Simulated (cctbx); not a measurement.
# What resolution and counting buy: ScIr2Se4

Space group C2/m (no. 12), a = 12.6080 Å, b = 3.8330 Å, c = 6.7620 Å, α = 90.00°, β = 120.60°, γ = 90.00°.

| atom | mult. | x | y | z | Ueq (Å²) |
| --- | --- | --- | --- | --- | --- |
| Ir1 | 4 | 0.7594 | 1/2 | 0.2720 | 0.0102 |
| Se1 | 4 | 0.6264 | 1/2 | 0.4600 | 0.0241 |
| Se2 | 4 | 0.8659 | 1/2 | 0.0236 | 0.0130 |
| Sc1 | 2 | 0 | 0 | 0 | 0.0188 |

This is a model crystal, built by substitution and not relaxed, with assumed displacement parameters.

Five simulated data sets (cctbx; Ag Kα, λ = 0.56087 Å; 4 % proportional error) differ in resolution or exposure (noise floor 15 counts in the first three, 8 in the last two). Each is refined with the right model, isotropic at 1.1 Å and anisotropic otherwise. How do the figures of merit and the uncertainties move?

| d min (Å) | top counts | ⟨I/σ⟩ (unmerged, absences included) | unique | param. (scale apart) | Rint | R1 | GooF | largest s.u. xyz (fractional) | s.u. U of Sc1 (Å²) | largest error (Å) |
| --- | --- | --- | --- | --- | --- | --- | --- | --- | --- | --- |
| 1.1 | 5000 | 5.2 | 133 | 10 | 0.039 | 0.0206 | 1.06 | 0.00045 | 0.0019 | 0.0029 |
| 0.84 | 5000 | 4.5 | 289 | 22 | 0.042 | 0.0225 | 1.00 | 0.00028 | 0.0021 | 0.0012 |
| 0.6 | 5000 | 3.5 | 763 | 22 | 0.063 | 0.0281 | 0.90 | 0.00021 | 0.0011 | 0.0014 |
| 0.75 | 300 | 1.0 | 399 | 22 | 0.224 | 0.0719 | 0.90 | 0.00130 | 0.0094 | 0.0130 |
| 0.75 | 3000 | 4.0 | 399 | 22 | 0.052 | 0.0243 | 0.91 | 0.00025 | 0.0017 | 0.0017 |

The number of reflections grows roughly as 1/d³: 133, 289 and 763 here. R1 follows the noise rather than the truth: at 300 counts it is 0.0719, at 3000 counts 0.0243, while GooF is 0.90 and 0.91: the weights 1/σ² carry the noise. The s.u. of U (U11 where anisotropic) for Sc1 goes 0.0019, 0.0021, 0.0011 Å² with resolution and 0.0094, 0.0017 Å² with exposure.

Hardware for the 0.6 Å refinement: 0.5 s on 1 thread of Arm Neoverse N1, with other jobs on the host, peak memory 0.09 GiB.
